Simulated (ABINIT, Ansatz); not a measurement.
Computed results, one entry a study.

```
Tellurium (P3_121, 3 atoms a cell): G0W0 with ABINIT, start to end
1.0
     4.45400    0.00000    0.00000
    -2.22700    3.85728    0.00000
     0.00000    0.00000    5.92400
Te
3
Direct
  0.26900 0.00000 0.33333
  0.00000 0.26900 0.66667
  0.73100 0.73100 0.00000
# method: RPA screening on PBE, plane waves, norm-conserving pseudopotentials (and 2 further levels or steps)
# program: ABINIT 10.8.3
# settings: cutoff 39 Ha, PseudoDojo scalar-relativistic 0.4 stringent, norm-conserving, ngkpt (3, 3, 2), nband 177, ecuteps 4.4 Ha, inclvkb 2, shiftk (0, 0, 0), symchi 1, awtr 1, frequency ppm, 3×3×2 k-mesh
# notes: The database entry behind the starting cell differs from other determinations of this structure. The program’s warnings: nproc spkpt=  >= nkpt= * nsppol=. The cell and positions come from the Crystallography Open Database and are kept as given unless a step says otherwise. Limits: screening runs away on this mesh; no spin-orbit coupling. The 3×3×2 mesh is coarse for this cell, which bears on the long-range parts of exchange and screening. On this mesh the RPA ε∞ passes 90, more than nearly any semiconductor shows; a coarse mesh does this where one point with a narrow direct gap carries much weight. The screening is then too strong, and the G0W0 gap should not be taken as the material’s.
# PBE gap: 0.18 eV, indirect (only 13 meV under the direct gap)
# G0W0 gap on the mesh: 0.44 eV
# GW settings: 3×3×2 mesh, 177 bands, screening to 119.7 eV, Godby-Needs plasmon pole
```

[Long decimals in the printed logs are rounded to 6 places.]

[Logs are printed without paths, hosts, clocks, repeated set-up lines and the standing remarks that a program may print on its own settings, such as how far it seeks lower states.]

[Paths, hosts, dates, memory and timing lines, banners, echoed tables and standing remarks are left out of the program output; an Ansatz launch command may be rebuilt from the run's recorded settings. Measured values are a selection of at most five: reports struck by readers or far from the other reports are left out. None is set beside runs whose start may be inverted or whose files or cutoffs have a known fault.]

[Runs of the session that timed out or met a known fault of the program may be left out.]

[Hosts, paths, dates, database ids (printed as entryN), source tags and the programs' standing remarks are cut or masked in the printed files.]

[G0W0 gaps are taken among the corrected bands and points alone; a level outside them can change the order at an edge.]

[Where Ansatz stands beside ABINIT at settings called matched, ABINIT's density can come from a denser mesh and the files from another edition; pairs whose starting gaps differed by over 0.03 eV were left out, so agreement reads better than it is.]
